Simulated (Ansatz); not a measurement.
**Optical response of KZnF3**

Wanted: where KZnF3 starts to absorb, how strongly, and its refractive index.

Calculated with Ansatz 0.2.0; DFT, PBE, plane-wave PAW, default files, scalar-relativistic, independent-particle optical response without local fields.

Report form: the programs' logs are mostly left out.

**1. The structure**

Symmetry: Pm-3m, No. 221, cubic system. Conventional cell: a = 4.050 Å, b = 4.050 Å, c = 4.050 Å, α = 90.00°, β = 90.00°, γ = 90.00°. Zn has 6 F at 2.02 Å nearest. Nearest to K lie 12 F at 2.86 Å. Nearest to F lie 2 Zn at 2.02 Å and 4 K at 2.86 Å. Farther neighbours and most contacts between anions are not listed.

Coordinates:

```cif
data_structure
_symmetry_space_group_name_H-M 'Pm-3m'
_symmetry_Int_Tables_number 221
_cell_length_a 4.0500
_cell_length_b 4.0500
_cell_length_c 4.0500
_cell_angle_alpha 90.000
_cell_angle_beta 90.000
_cell_angle_gamma 90.000
_cell_volume 66.43
loop_
_atom_site_label
_atom_site_type_symbol
_atom_site_symmetry_multiplicity
_atom_site_Wyckoff_symbol
_atom_site_fract_x
_atom_site_fract_y
_atom_site_fract_z
_atom_site_occupancy
Zn1 Zn 1 b 0.50000 0.50000 0.50000 1
K1 K 1 a 0.00000 0.00000 0.00000 1
F1 F 3 c 0.50000 0.00000 0.50000 1
```

**2. Ground state and bands**

First the ground state: is it a metal or has it a gap?

This step: DFT, PBE, plane-wave PAW, default files, scalar-relativistic, ground state (Ansatz 0.2.0).

input.yaml reads:

```yaml
crystal:
  lattice:
    - [4.05, 0.0, 0.0]
    - [0.0, 4.05, 0.0]
    - [0.0, 0.0, 4.05]
  atoms:
    - { symbol: Zn, position: [0.5, 0.5, 0.5] }
    - { symbol: K, position: [0.0, 0.0, 0.0] }
    - { symbol: F, position: [0.5, 0.0, 0.5] }
    - { symbol: F, position: [0.0, 0.5, 0.5] }
    - { symbol: F, position: [0.5, 0.5, 0.0] }
kpoints:
  mp_grid: { grid: [6, 6, 6] }
  band_path:
    path:
      - [[0.0, 0.0, 0.0], [0.0, 0.5, 0.0], [0.5, 0.5, 0.0], [0.0, 0.0, 0.0], [0.5, 0.5, 0.5], [0.0, 0.5, 0.0]]
      - [[0.5, 0.5, 0.0], [0.5, 0.5, 0.5]]
    npoints: 11
scf:
  occupations: { method: fermi_dirac, width: 0.05 }
  n_extra_bands: 9
hamiltonian:
  xc: pbe
  pseudopotentials: { kind: paw }
output:
  forces: true
  stress: true
  populations: true
  write_bands: true
  write_density: true
  write_potential: true
  elf: true
  volumetric_format: npy
```

Run with:

```bash
$ ansatz run input.yaml --threads 2 --pin off --max-ram 5120MiB --backend cpu --events-out ev --progress --plain --runs-dir out
```

Run time: 2.9 s. Hardware: 2 threads of Arm Neoverse V2, shared host; peak memory 0.35 GiB.

Read-outs, printed or worked out from the files:

- free energy: -7286.2576 eV
- Fermi energy: 6.222 eV
- gap by band count: 3.863 eV
- electrons: 42
- symmetry operations: 48
- pressure: 4.553 GPa
- gap on the k-mesh: 3.863 eV
- volume: 66.43 Å³
- gap on the path: 3.863 eV
- least direct gap on the path: 5.689 eV

There is a gap, 3.86 eV on the path, so no carriers' term is needed. The cell is left with a pressure of 4.6 GPa, as it stands unrelaxed at this level.

Electronic bands along the path, in eV, zero at the Fermi level; v1 is the highest filled band, c1 the lowest empty one:

```csv
point,v4,v3,v2,v1,c1,c2,c3,c4
Γ,-4.04,-3.83,-3.83,-3.83,1.86,6.74,6.74,7.46
0.45 of the way,-3.99,-3.80,-3.79,-3.79,2.81,6.98,7.12,8.03
X,-4.00,-3.69,-3.69,-3.59,4.62,6.35,7.68,9.08
0.55 of the way,-3.87,-3.74,-3.62,-2.54,5.29,7.06,8.23,8.63
M,-3.78,-3.78,-3.48,-2.00,6.09,8.15,8.20,8.20
0.45 of the way,-3.87,-3.81,-3.80,-2.88,4.11,7.44,7.87,8.50
Γ,-4.04,-3.83,-3.83,-3.83,1.86,6.74,6.74,7.46
0.55 of the way,-3.95,-3.71,-2.92,-2.92,4.77,7.76,7.76,8.66
R,-3.46,-3.46,-2.00,-2.00,6.48,6.48,6.48,8.28
0.45 of the way,-3.70,-3.59,-2.97,-2.42,5.70,7.07,7.65,8.85
X,-4.00,-3.69,-3.69,-3.59,4.62,6.35,7.68,9.08
jump to M,-3.78,-3.78,-3.48,-2.00,6.09,8.15,8.20,8.20
0.45 of the way,-3.70,-3.47,-3.10,-2.00,6.22,7.24,7.24,8.74
R,-3.46,-3.46,-2.00,-2.00,6.48,6.48,6.48,8.28
```

Valence density in the ac plane at fractional y = 0.500, with atoms of Zn and F within 0.2 Å of it. It is the smooth field of the valence electrons, not physical close to the nuclei.

Ten steps, logarithmic in the rise over the least value, from '_' (0 e/Å³) to '@' (34 e/Å³), each cell a mean:
```
________::==**##++--..______
________..::==++==::________
__________..::::....________
....______..........______..
==--......::--==--......::--
**++--....--**##++--....==++
##**--::::++@@@@##==..::++##
##**--..::==%%@@**--..::==**
==--::....::==++--::....::==
::....____..::::....____..::
__________....::....________
________..::------..________
________..--****++--..______
________::==####**==..______
```
Atoms in or near the plane, at fractional coordinates: Zn at (0.50, 0.50), F at (0.00, 0.50), F at (0.50, 0.00).

ELF in the ac plane at fractional y = 0.500, with atoms of Zn and F within 0.2 Å of it. It is the smooth field of the valence electrons, not physical close to the nuclei.

Values, 14 rows by 14 columns, each cell a mean:
```
0.01 0.01 0.06 0.29 0.68 0.80 0.72 0.65 0.78 0.79 0.55 0.21 0.02 0.01
0.03 0.02 0.03 0.13 0.49 0.71 0.78 0.78 0.77 0.67 0.34 0.09 0.02 0.02
0.26 0.18 0.05 0.04 0.15 0.30 0.42 0.45 0.38 0.26 0.09 0.04 0.09 0.21
0.61 0.51 0.22 0.07 0.07 0.10 0.13 0.14 0.12 0.09 0.06 0.09 0.34 0.55
0.81 0.77 0.53 0.19 0.10 0.12 0.09 0.08 0.10 0.12 0.09 0.26 0.67 0.79
0.74 0.78 0.68 0.27 0.11 0.08 0.02 0.01 0.04 0.10 0.12 0.38 0.77 0.78
0.52 0.70 0.72 0.31 0.11 0.05 0.00 0.00 0.01 0.08 0.14 0.45 0.78 0.65
0.65 0.75 0.71 0.29 0.11 0.06 0.00 0.00 0.02 0.09 0.13 0.42 0.78 0.72
0.81 0.79 0.58 0.21 0.10 0.12 0.06 0.05 0.08 0.12 0.10 0.30 0.71 0.80
0.72 0.65 0.35 0.11 0.07 0.10 0.11 0.11 0.11 0.10 0.07 0.15 0.49 0.68
0.36 0.25 0.08 0.04 0.11 0.21 0.29 0.31 0.27 0.19 0.07 0.04 0.13 0.29
0.08 0.05 0.03 0.08 0.35 0.58 0.71 0.72 0.68 0.53 0.22 0.05 0.03 0.06
0.01 0.01 0.05 0.25 0.65 0.79 0.75 0.70 0.78 0.77 0.51 0.18 0.02 0.01
0.00 0.01 0.08 0.36 0.72 0.81 0.65 0.52 0.74 0.81 0.61 0.26 0.03 0.01
```
Atoms in or near the plane, at fractional coordinates: Zn at (0.50, 0.50), F at (0.00, 0.50), F at (0.50, 0.00).

**3. Spectrum**

The spectrum is a sum over vertical transitions between filled and empty bands at the fixed density, so many empty bands are needed.

This step: DFT, PBE, plane-wave PAW, default files, scalar-relativistic, independent-particle optical response without local fields (Ansatz 0.2.0).

input.yaml, the sections that differ from step 2:

```yaml
kpoints:
  mp_grid: { grid: [6, 6, 6] }
scf:
  occupations: { method: fixed }
output:
  optics:
    e_range: [0, 25]
    de: 0.05
    sigma: 0.2
    nscf_kmesh: { grid: [6, 6, 6] }
    bands: auto
# crystal, hamiltonian: as in step 2
```

The job ended after 33 s (2 threads; peak memory 0.73 GiB).

Numbers from this step:

* electronic dielectric constant ε∞, mean over x, y and z (by symmetry where fewer were run): 2.467
* absorption onset, first axis (α over 10⁴ cm⁻¹, or the direct gap if that lies higher): 5.689 eV
* main peak of Im epsilon, first axis: 21.71 eV
* least direct gap on the mesh: 5.689 eV
* bands summed: 95
* spectra valid up to: 56.3737 eV
* program's estimate of the k-sum error in Im epsilon: 0.03 %
* electrons in the f-sum: 25.94

The Im ε, any direction has structure finer than the step of the table below, so its rows give means over 1 eV, whole bins alone (the curve runs from 0 to 25 eV). Peaks (eV: height): 7.8: 1.66, 11.1: 1.92, 13.1: 2.53, 15.3: 2.09, 21.7: 5.55, 23.2: 1.61.

The Im ε, any direction by photon energy; means over each step:

```csv
photon energy (eV),"Im ε, any direction"
4,0
5,0.00133
6,0.502
7,1.19
8,1.38
9,1.04
10,0.961
11,1.66
12,0.970
13,1.81
14,1.41
15,1.67
16,1.56
17,1.37
18,0.921
19,1.01
20,2.04
21,2.29
22,3.37
23,1.19
24,1.09
```

Re ε, any direction against photon energy:

```csv
photon energy (eV),"Re ε, any direction"
0,2.47
1,2.48
2,2.51
3,2.58
4,2.69
5,2.92
6,3.49
7,3.13
8,2.21
9,2.08
10,2.42
11,2.48
12,1.85
13,2.62
14,1.51
15,2.22
16,1.44
17,1.21
18,1.51
19,2.00
20,1.97
21,2.36
22,-2.03
23,0.422
24,-0.239
25,0.182
```

The loss function −Im 1/ε at q → 0, any direction has structure finer than the step of the table below, so its rows give means over 1 eV, whole bins alone (the curve runs from 0 to 25 eV). Peaks (eV: height): 11.7: 0.293, 17.4: 0.462, 22.8: 1.22, 24.6: 1.45.

The loss function −Im 1/ε at q → 0, any direction by energy loss; means over each step:

energy loss (eV), loss function −Im 1/ε at q → 0, any direction and a bar:
```
        5       0.00 
        6       0.04 #
        7       0.11 ###
        8       0.17 ######
        9       0.17 #####
       10       0.13 ####
       11       0.20 ######
       12       0.20 ######
       13       0.21 #######
       14       0.29 #########
       15       0.25 ########
       16       0.36 ############
       17       0.41 #############
       18       0.31 ##########
       19       0.20 ######
       20       0.25 ########
       21       0.24 ########
       22       0.26 ########
       23       0.81 ##########################
       24       0.93 ##############################
```

Values under 1 per cm are given as 1. Absorption coefficient, any direction against photon energy:

```csv
photon energy (eV),"absorption coefficient, any direction (1/cm)"
0.00,1
1.00,1
2.00,1
3.00,1
4.00,1
5.00,1
6.00,88670
7.00,2.4e5
8.00,3.8e5
9.00,2.9e5
10.00,2.8e5
11.00,6.3e5
12.00,3.5e5
13.00,9.1e5
14.00,7.4e5
15.00,8.1e5
16.00,9.1e5
17.00,1.0e6
18.00,6.0e5
19.00,5.9e5
20.00,1.4e6
21.00,1.3e6
22.00,3.9e6
23.00,1.5e6
24.00,2.1e6
25.00,1.4e6
```

The reflectivity at normal incidence, any direction has structure finer than the step of the table below, so its rows give means over 1 eV, whole bins alone (the curve runs from 0 to 25 eV). Peaks (eV: height): 11.0: 10.3, 13.1: 13.3, 22.2: 48.1, 24.2: 24.7.

Reflectivity at normal incidence, any direction against photon energy; means over each step:

```csv
photon energy (eV),"reflectivity at normal incidence, any direction (%)"
1,4.98
2,5.13
3,5.41
4,5.90
5,6.95
6,9.25
7,9.46
8,8.13
9,6.17
10,6.82
11,9.37
12,5.51
13,10.4
14,6.93
15,8.80
16,7.87
17,6.86
18,3.95
19,5.52
20,10.8
21,11.9
22,39.1
23,19.9
24,21.5
```

At chosen wavelengths:

```csv
wavelength (nm),n,k,R (%),1/α
1064,1.58,0.000,5.0,over 1 mm
800,1.58,0.000,5.0,over 1 mm
532,1.59,0.000,5.2,over 1 mm
405,1.61,0.000,5.4,over 1 mm
365,1.62,0.000,5.6,over 1 mm
308,1.64,0.000,5.9,over 1 mm
248,1.71,0.000,6.9,over 1 mm
```

A film 1 µm thick would pass 90 % of daylight and look colourless in transmission (x = 0.313, y = 0.329).

The f-sum over the summed bands holds 25.9 of the cell's 42 electrons outside the frozen cores, 14 of which lie in bands more than 12 eV below the Fermi level, whose transitions come at higher energies. Up to 25 eV the strength has a mean oscillator energy of 15.1 eV, and these transitions give 86 % of ε∞ − 1 along x; the rest comes from higher ones.

**4. Static response with local fields**

A static field by perturbation theory: the induced potential is included, and the Born charges come with it.

This step: DFT, PBE, plane-wave PAW, default files, scalar-relativistic, static field response by perturbation theory with local fields (Ansatz 0.2.0).

input.yaml, as its differences from that of step 3:

```diff
@@ -18,8 +18,2 @@
   pseudopotentials: { kind: paw }
-output:
-  optics:
-    e_range: [0, 25]
-    de: 0.05
-    sigma: 0.2
-    nscf_kmesh: { grid: [6, 6, 6] }
-    bands: auto
+dielectric: {}
```

Wall time 13 s (2 threads); peak memory 0.51 GiB.

This step gave:

| Quantity | Value |
| --- | --- |
| electronic dielectric constant ε∞, mean over x, y and z (by symmetry where fewer were run) | 2.390 |

ε∞ with local fields:

```
2.39 0.00 0.00
0.00 2.39 0.00
0.00 0.00 2.39
```

Diagonal elements. Born, by row:

```csv
atom,Z*xx (e),Z*yy (e),Z*zz (e)
Zn1,2.32,2.32,2.32
K2,1.198,1.198,1.198
F3,-0.896,-1.725,-0.896
F4,-1.725,-0.896,-0.896
F5,-0.896,-0.896,-1.725
```

Mean Born charges are Zn +2.32, K +1.20 and F -1.17, against formal valences of +2, +1 and -1. The largest lies a little above its ionic value.

**5. Outcome**

```yaml
gap_on_the_path: 3.86 eV
least_direct_gap_on_the_path: 5.69 eV
electronic_dielectric_constant_eps_infinity_mean_over_x_y_and_z_by_symmetry_where_fewer_were_run_independent_particles: 2.47
absorption_onset_first_axis_alpha_over_1e4_cm_minus1_or_the_direct_gap_if_that_lies_higher: 5.69 eV
main_peak_of_im_epsilon_first_axis: 21.7 eV
electronic_dielectric_constant_eps_infinity_mean_over_x_y_and_z_by_symmetry_where_fewer_were_run_static_response_with_local_fields: 2.39
```

**Reading.** At this level (PBE, independent particles) KZnF3 has ε∞ = 2.47 (2.39 with local fields) and n = 1.57 at 1550 nm; absorption sets in near 5.7 eV, and Im ε peaks at 21.7 eV. The gap is indirect (3.86 eV), so absorption without phonons can begin only at the direct gap of 5.69 eV. Lines 0.2 eV wide carry a tail of absorption under the direct gap, past the threshold already at 5.59 eV. Absorption passes 10⁴ cm⁻¹ from the direct gap on, 5.69 eV, in the ultraviolet, so the visible is passed. Distinct maxima of Im ε, read by a parabola through the highest points, lie at 13.07 eV (2.5), 15.28 eV (2.1), 20.14 eV (2.2) and 21.71 eV (5.6). The f-sum over the summed bands holds 25.9 of the cell's 42 electrons outside the frozen cores, 14 of which lie in bands more than 12 eV below the Fermi level, whose transitions come at higher energies. Up to 25 eV the strength has a mean oscillator energy of 15.1 eV, and these transitions give 86 % of ε∞ − 1 along x; the rest comes from higher ones. A film 1 µm thick would pass 90 % of daylight and look colourless in transmission (x = 0.313, y = 0.329). With local fields and the functional's kernel the static response is 2.39 against 2.47 for independent particles (-3 %). In the base spectrum excitons and phonon-assisted transitions are missing, and so are local fields; PBE gaps are as a rule too small, which pulls the onset down and ε∞ up. In the base run ε includes the program's bounded estimate of what the bands above those summed add.

[Logs are printed without paths, hosts, clocks, repeated set-up lines and the standing remarks that a program may print on its own settings, such as how far it seeks lower states.]

[Hosts, paths, dates, database ids (printed as entryN), source tags and the programs' standing remarks are cut or masked in the printed files.]
